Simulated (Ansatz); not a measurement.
# Is the response still linear at 0.4 V/Å? black phosphorene bilayer, AB

The dipole of a slab grows in proportion to a weak field along its normal. Does the weak-field slope carry to a strong field?

**Method.** Ansatz 0.2.0, plane waves with PAW datasets (its set soft_2), PBE-D3(BJ); atoms held at their relaxed places, 18 Å of vacuum, dipole correction, cell area 14.28 Å², 10×14 k-points, smearing 0.02585 eV. Without field the slab has a gap of 0.09 eV.

```tsv
run	field (V/Å)	dipole (e·Å)
run 1	−0.10	−0.07372
run 2	−0.05	−0.03686
run 3	0.00	0.00000
run 4	0.05	0.03686
run 5	0.10	0.07372
run 6	0.40	?
```

Q: Estimate the withheld value from the rows shown.

A least-squares line through the 5 rows shown has slope 0.737200 and intercept 0.000000; no row lies more than 0.00001 e·Å off it. A perfect conductor with that slope would be 180.95 × 0.73720 / 14.28 = 9.34 Å thick. At 0.40 it gives 0.737200 × 0.40 + 0.000000 = 0.29488 e·Å, beyond the rows fitted. Rounding and scatter of the rows alone allow about ±0.00002 e·Å there.

The run itself gives 0.29532 e·Å: a miss of +0.00044 e·Å. That is under 1 % of the induced dipole, so the response is still linear.

Caveats: Ions are held, so this is the electronic response. Of the series that stay linear within 1 %, this collection keeps about one in seven, and it keeps all that bend. With a small gap or none the response hangs on mesh and smearing, which were not varied here.

[Logs are printed without paths, hosts, clocks, repeated set-up lines and the standing remarks that a program may print on its own settings, such as how far it seeks lower states.]
